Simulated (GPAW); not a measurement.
# The Cu K excitation threshold of CuAgO2 (Pmmm) under uniform strain

For each volume the threshold was computed as E(hole, excited electron kept) − E(ground) (GPAW, LDA, 16-atom cell, total energies on 3×3×3 k points, hole spin-polarised). The values are raw; only their change is used. The threshold is the spectrum's zero, where absorption may be weak, not the visible edge.

| volume | ln(V/V₀) | threshold (eV) |
| --- | --- | --- |
| V × 0.97 | -0.03046 | ? |
| V × 1 | +0.00000 | 8960.849 |
| V × 1.06 | +0.05827 | 8960.669 |
| V × 1.09 | +0.08618 | 8960.590 |

Q: Fit a straight line in ln(V/V₀), give its slope, and predict the threshold at V × 0.97.

The means of the given rows are x̄ = +0.04815 and Ē = 8960.703 eV. Σ(x − x̄)(E − Ē) = -0.01167 and Σ(x − x̄)² = 0.003867, so the slope is -3.02 eV, and the line passes the given rows within 0.003 eV. At x = -0.03046 it gives 8960.703 + (-3.02) × (-0.07861) = 8960.940 eV. The run gives 8960.948 eV, a miss of -0.008 eV over a total move of -0.358 eV. The slope is the clamped-ion volume deformation potential of the Fermi level against the Cu 1s level, with the hole's relaxation included: the threshold falls by 0.030 eV for 1 % of expansion. The excited electron's band filling changes with volume too and isn't taken out.

[Hosts, paths, dates, database ids (printed as entryN), source tags and the programs' standing remarks are cut or masked in the printed files.]

[Lists of maxima count a maximum above −3 eV only where it reaches 4 % of the highest in the window and stands out from its surroundings by 2 % of it (1.5 % where it reaches 55 %); shoulders and weaker maxima are passed over, and of the rest the first, up to two pre-edge ones and the few strongest are named.]
